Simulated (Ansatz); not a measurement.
# CaMoO4 (I4_1/a): spin-orbit coupling beyond the local functionals

Wanted: gaps of CaMoO4 (I4_1/a) with and without spin-orbit coupling, with cost.

Program: Ansatz 0.2.0. Level of theory: density functionals with and without spin-orbit coupling, plane waves, PAW. Results are calculated unless marked as measured.

**Experimental background.**

- Gap 4.5 ± 0.05 eV: direct optical gap from absorption edge; optical absorption; bulk crystal (thin platelet cleaved from flux-grown single crystal) (“The high-pressure behavior of CaMoO4”, 2017, arxiv:1709.09825).

## (1) The structure

It takes space group I4_1/a (No. 88, tetragonal). The conventional cell has a = 5.224 Å, b = 5.224 Å, c = 11.428 Å, α = 90.00°, β = 90.00°, γ = 90.00°. Nearest to Ca lie 8 O at 2.44 to 2.47 Å. Nearest to Mo lie 4 O at 1.77 Å. Nearest to O lie 1 Mo at 1.77 Å and 2 Ca at 2.44 to 2.47 Å. Farther neighbours and most contacts between anions are not listed.

The cell and positions come from the Crystallography Open Database and are kept as given unless a step says otherwise. The default PAW set here is soft_2. Its files were made with PBE.

## (2) HSE06, 4×4×4 mesh

This step: DFT, HSE06, plane waves, PAW.

Contents of input.yaml:

```yaml
crystal:
  lattice:
    - [-2.6118, 2.6118, 5.71425]
    - [2.6118, -2.6118, 5.71425]
    - [2.6118, 2.6118, -5.71425]
  atoms:
    - { symbol: Ca, position: [0.75, 0.25, 0.5] }
    - { symbol: Ca, position: [0.0, 0.0, 0.0] }
    - { symbol: Mo, position: [0.25, 0.75, 0.5] }
    - { symbol: Mo, position: [0.5, 0.5, 0.0] }
    - { symbol: O, position: [0.57776, 0.98246, 0.89142] }
    - { symbol: O, position: [0.73246, 0.34104, 0.9047] }
    - { symbol: O, position: [0.09104, 0.68634, 0.10858] }
    - { symbol: O, position: [0.43634, 0.82776, 0.0953] }
    - { symbol: O, position: [0.17224, 0.26754, 0.60858] }
    - { symbol: O, position: [0.01754, 0.90896, 0.5953] }
    - { symbol: O, position: [0.65896, 0.56366, 0.39142] }
    - { symbol: O, position: [0.31366, 0.42224, 0.4047] }
kpoints:
  mp_grid: { grid: [4, 4, 4] }
  band_path:
    path:
      - [0.0, 0.0, 0.0]
      - [0.0, 0.0, 0.5]
      - [0.25, 0.25, 0.25]
      - [0.0, 0.5, 0.0]
      - [0.5, 0.5, -0.5]
      - [0.30222776, 0.69777224, -0.30222776]
      - [-0.30222776, 0.30222776, 0.30222776]
      - [-0.10445551, 0.10445551, 0.5]
    npoints: 1
hamiltonian:
  xc: hse06
scf:
  occupations: { method: fixed }
  n_extra_bands: 8
output:
  eigenvalues: true
```

On the command line:

```bash
$ ansatz run input.yaml --threads 24 --pin off --max-ram 82944MiB --backend cuda --events-out ev --progress --plain --runs-dir out --devices 1 --max-vram 78GiB
```

Numbers of over 12 decimals in the logs are rounded to 6 here.

The log of the run:

```text
scf.n_extra_bands = 8 over 48 filled bands (N_el = 96.0): the run solves 56 bands
GPUs: using 1 of 1 available (devices: 1).
Engine: ansatz 0.2.0, aarch64-unknown-linux-gnu
Pseudopotentials: kind: paw
Pseudopotential: Ca, paw, valence charge 10, recommended cutoff 420 eV (normal), Ca.paw.azcp
Pseudopotential: Mo, paw, valence charge 14, recommended cutoff 420 eV (normal), Mo.paw.azcp
Pseudopotential: O, paw, valence charge 6, recommended cutoff 420 eV (normal), O.paw.azcp
Functional definition: HSE06
  parameter a = 0.25
  parameter omega = 0.11/bohr
  exchange = pbe_x - a*pbe_x_sr(omega) + a*exact_x_sr(omega)
  correlation = pbe_c
davidson cushion auto → on  (no smearing: the cushion is to keep the highest requested band from converging to the state above it; pin scf.eigensolver.cushion to override)
[...]
Crystal: 12 atoms, lattice volume = 155.919 Å³
Basis set: ecut = 420 eV, 3067 PW (Γ)
Bands: 56, of which v1, the nominal top of the filled ones, is band 48 counted from 1 (47 counted from 0)
Symmetry: 8 space group operations
Space group: I41/a (ITA 88), of the structure as read, at distance tolerance 5.4e-5 Å
k-points: 14 of 64
Non-local potential: Ca, projectors of the file, l = 0: 3, l = 1: 2, l = 2: 2
Non-local potential: Mo, projectors of the file, l = 0: 3, l = 1: 2, l = 2: 2, l = 3: 1
Non-local potential: O, projectors of the file, l = 0: 2, l = 1: 2, l = 2: 1
PAW form: soft (Blöchl's): semilocal exchange-correlation on the pseudo side does not see the compensation charge
PAW frozen core: Ca, regenerated for the run's functional, and the local potential with it (the file was generated under x = pbe(κ = 0.804, μ = 0.219515), c = pbe(β = 0.066725))
PAW frozen core: Mo, regenerated for the run's functional, and the local potential with it (the file was generated under x = pbe(κ = 0.804, μ = 0.219515), c = pbe(β = 0.066725))
PAW frozen core: O, regenerated for the run's functional, and the local potential with it (the file was generated under x = pbe(κ = 0.804, μ = 0.219515), c = pbe(β = 0.066725))
PAW one-centre angular grid: Ca, 110 points (default); XC on 64 Gauss nodes
PAW one-centre angular grid: Mo, 590 points (default); XC on 64 Gauss nodes
PAW one-centre angular grid: O, 110 points (default); XC on 96 Gauss nodes
Initial density: superposition of atomic densities (neutral atoms: chi_scale 0, normalization atom), corrected by the library's trained network
Initial wavefunctions: pseudopotential atomic-orbital guess
[...]
Functional: x = pbe(κ = 0.804, μ = 0.219515), c = pbe(β = 0.066725), warm-up for x = pbe(κ = 0.804, μ = 0.219515) + 0.25 (exact − pbe) at short range (hse, ω = 0.207870 Å⁻¹), c = pbe(β = 0.066725); HSE06 as pw.x's `hse` composes it (authors' and Libxc's form: `xc: wpbeh`)
[...]
hybrid outer 1: dexx = +5.921e-2 eV, tail = 1.43e-4 eV
[...]
Exchange kernel: α = 0.2500, screened, ω = 0.2079 Å⁻¹, Wigner–Seitz truncation, v(0) = 1046.2603 eV·Å³, q-mesh 4×4×4, nearest image of the exchange supercell L = 20.89 Å, pair-density grid 32×32×32, without the augmentation charges, whose exchange is taken in its separable form by FFT convolution over the k-point mesh (sized by the pseudopotential files, 40×40×27 at the most), smooth part of the exact exchange by density-matrix convolution in up to 4.78 GiB of GPU memory as planned if the GPU has room (build and FFT work areas not counted)
Frozen-core exchange: fock
SCF iter   1: F=—  HF=-18099.095825 eV  |F-HF|=—  |Δ(HF+E_count)|=         —  Δρ=1.18e-4  dr2=2.96e-5  ethr=7.43e-7  ⟨swp⟩=3.8  Hψ=1893  notcnv=0
[...]
iter 2 solved again at ethr=6.24e-10 eV; its pass at ethr=2.86e-8 eV (dr2=5.99e-7 eV) is discarded
SCF iter   2: F=—  HF=-18099.095821 eV  |F-HF|=—  |Δ(HF+E_count)|=   4.84e-6  Δρ=3.37e-5  dr2=8.75e-7  ethr=6.24e-10  ⟨swp⟩=3.7  Hψ=4145  notcnv=0  defer=1
SCF iter   3: F=—  HF=-18099.095822 eV  |F-HF|=—  |Δ(HF+E_count)|=   1.66e-6  Δρ=1.28e-5  dr2=1.40e-7  ethr=6.24e-10  ⟨swp⟩=5.6  Hψ=2529  notcnv=0
SCF iter   4: F=-18099.095822 eV  HF=-18099.095822 eV  |F-HF|=3.31e-9  |Δ(HF+E_count)|=   3.74e-8  Δρ=2.53e-6  dr2=9.85e-9  ethr=1.17e-10  ⟨swp⟩=3.0  Hψ=2068  notcnv=0
SCF 3 converged in 4 iterations: F = -18099.095822 eV  dr2 = 9.85e-9
hybrid outer 2: dexx = +2.645e-6 eV, tail = 6.72e-8 eV, Δε = 3.45e-3 eV (about 8.72e-5 eV left of the loop's levels)
[...]
NSCF: frozen V_eff on 8 k-points
hybrid SCF converged: 2 outer / 11 inner (+3 warm-up), last move |dexx| = 2.65e-6 eV, tail = 6.72e-8 eV
Stability not checked: this state was not tested for a lower state beside it, because the functional holds exact exchange (a hybrid, or Hartree-Fock), whose exchange loop this test does not read (fock_operator; see scf.lower_state_search)
Free energy (F): -18099.095823 eV
Frozen-core exchange: fock
Harris-Foulkes:  -18099.095823 eV  (|F-HF|=3.31e-9)
Internal energy: -18099.095823 eV  (E = F + TS)
E sigma→0 (E₀):  -18099.095823 eV
Fermi energy:    5.887839 eV
--- Per-component energies (eV) ---
  E_band       = -941.210524
  E_kinetic    = 2839.937264
  E_local      = -6806.055511  (includes V_loc(G=0)·N_el)
  E_nonlocal   = 776.852112
  E_hartree    = 2345.708155
  E_xc         = -985.978467
  E_vxc        = -1232.697351  (∫ρ·V_xc dr)
  E_exx        = -294.850176  (= α·E_x^exact, valence–valence)
  E_paw        = -9334.122627  (= ΣΔE_a)
  E_vpaw       = -620.982897  (= ΣTr[D̂ρ^β])
  E_aug_tail   = 0.019641  (compensation charges beyond the density's cutoff)
  E_ewald      = -6639.209996
  E_core_change = -1.396219  (= ΣΔE_core)
  E_smearing   = -0.000000  (= −TS)
  E_closure    = 0.000000  (closes the sum)
  Σ components = -18099.095823   (vs F -18099.095823, Δ=0.00e0)
--- Band table (eV; the first three rows and the last of 14) ---
  k-point 0: bands = [... 44 lower, 5.1775, 5.5541, 5.8878, 5.8878, 10.8187, 11.2378, 11.5816, 11.6348, ... 4 higher]
  k-point 1: bands = [... 44 lower, 5.3394, 5.4136, 5.4266, 5.7042, 11.0287, 11.4167, 11.4378, 11.7353, ... 4 higher]
  k-point 2: bands = [... 44 lower, 5.2809, 5.2809, 5.4235, 5.4235, 11.1406, 11.1406, 11.6678, 11.6678, ... 4 higher]
  k-point 13: bands = [... 44 lower, 5.4398, 5.4398, 5.8173, 5.8173, 11.0532, 11.0532, 11.3107, 11.3107, ... 4 higher]
```

Wall time 9.5 s (1 × NVIDIA GB200 (shared by 2 runs) with 24 threads of Arm Neoverse V2, shared host); peak memory 1.8 GiB; 86 s of CPU time.

The column dr2 measures how far the density is from self-consistency, as an energy; F and HF (Harris–Foulkes) agree once it is small.

This step gave:

```
gap                     : 4.931 eV
valence top at          : Γ
conduction bottom at    : Γ
least direct gap        : 4.931 eV
exact-exchange fraction : 0.25
```

The gap is direct, at Γ.

## (3) HSE06+SOC, 4×4×4 mesh

The many-body steps leave out spin-orbit coupling, so its effect is taken from a two-component run, with twice the bands.

This step: DFT, HSE06 with spin-orbit coupling, plane waves, PAW.

input.yaml: that of step 2 with these lines changed.

```diff
@@ -35,3 +35,6 @@
   occupations: { method: fixed }
-  n_extra_bands: 8
+  n_extra_bands: 16
+magnetization:
+  noncollinear: true
+  spin_orbit: true
 output:
```

The log of the run:

```text
[...]
GPUs: using 1 of 1 available (devices: 1).
[...]
non-collinear run that drives no moment, with spin-orbit: no starting moment large enough to seed its density (crystal.atoms[].spin), no starting occupations that ask for one, no magnetisation constraint and no magnetic field, so the semilocal B_xc is pinned to zero
[...]
Crystal: 12 atoms, lattice volume = 155.919 Å³
Basis set: ecut = 420 eV, 3067 PW (Γ)
Bands: 112, of which v1, the nominal top of the filled ones, is band 96 counted from 1 (95 counted from 0)
Symmetry: 8 space group operations + 8 with time reversal
[...]
k-points: 14 of 64
Projection manifold: j_resolved (fully-relativistic pseudo-atomic orbitals)
[...]
SCF iter   1: F=—  HF=-18109.001171 eV  |F-HF|=—  |Δ(HF+E_count)|=         —  Δρ=1.23e-1  dr2=4.44e1  dr2_m=0.00e0 (ungated)  ethr=1.00e-1  |M|=0.00e0 ∫|m|=0.00e0 μB  |m|>n=0.0e0 m-floor=0.0e0 τ_xc=0.0e0  β_m=0.30  ⟨swp⟩=7.4  Hψ=6539  notcnv=0
[...]
SCF iter   2: F=—  HF=-18099.843748 eV  |F-HF|=—  |Δ(HF+E_count)|=    9.16e0  Δρ=7.24e-2  dr2=8.40e0  dr2_m=0.00e0 (ungated)  ethr=4.63e-2  |M|=0.00e0 ∫|m|=0.00e0 μB  |m|>n=0.0e0 m-floor=0.0e0 τ_xc=0.0e0  β_m=0.27  ⟨swp⟩=3.7  Hψ=4008  notcnv=0
[...]
SCF iter   6: F=-18098.490625 eV  HF=-18098.490651 eV  |F-HF|=2.63e-5  |Δ(HF+E_count)|=   4.47e-3  Δρ=6.68e-4  dr2=5.71e-4  dr2_m=0.00e0 (ungated)  ethr=6.40e-6  |M|=0.00e0 ∫|m|=0.00e0 μB  |m|>n=0.0e0 m-floor=0.0e0 τ_xc=0.0e0  ⟨swp⟩=3.0  Hψ=3614  notcnv=0
[...]
hybrid outer 1: dexx = +5.969e-2 eV, tail = 1.24e-4 eV
[...]
SCF 3 converged in 6 iterations: F = -18096.930285 eV  dr2 = 4.14e-8
[...]
E_aug_tail   = 0.019640  (compensation charges beyond the density's cutoff)
  E_ewald      = -6639.209996
  E_core_change = -1.383989  (= ΣΔE_core)
  E_smearing   = -0.000000  (= −TS)
  E_closure    = 0.000000  (closes the sum)
  Σ components = -18096.930285   (vs F -18096.930285, Δ=3.64e-12)
--- Band table (eV; the first three rows and the last of 14) ---
[...]
```

Wall time 26 s (1 × NVIDIA GB200 (shared by 2 runs) with 24 threads); peak memory 3.5 GiB.

This step gave:

* gap: 4.925 eV
* valence top at: Γ
* conduction bottom at: Γ
* least direct gap: 4.925 eV
* exact-exchange fraction: 0.25

The gap stands −0.01 eV against HSE06.

## (4) Together

Times are wall times on 1 × NVIDIA GB200 (shared by 2 runs) with 24 threads of Arm Neoverse V2, shared host, good to a factor of about two.

```tsv
level	gap (eV)	with coupling (eV)	change (eV)	time	with coupling
HSE06	4.93	4.92	−0.01	9.5 s	26 s
```

## (5) Results

| Property | Result |
| --- | --- |
| HSE06 | 4.93 eV |
| HSE06+SOC | 4.92 eV |

In words: Spin-orbit coupling changes the gap by −0.01 eV and the least direct gap by −0.01 eV. Against experiment, by HSE06+SOC: the direct gap of 4.92 eV lies +0.42 eV from the measured 4.5 ± 0.05 eV (direct, 2017). An exciton line or allowed optical edge lies below the quasiparticle gap by the binding energy; a forbidden edge can push the onset above it. The lattice is static and excitons are left out.

[Paths, hosts, dates, memory and timing lines, banners, echoed tables and standing remarks are left out of the program output.]

[Logs are printed without paths, hosts, clocks, repeated set-up lines and the standing remarks that a program may print on its own settings, such as how far it seeks lower states.]

[Runs of the session that timed out or met a known fault of the program may be left out.]

[Cells called generated may have been cut or substituted from an entry of the Crystallography Open Database or the Materials Project.]

[Hosts, paths, dates, database ids (printed as entryN), source tags and the programs' standing remarks are cut or masked in the printed files.]
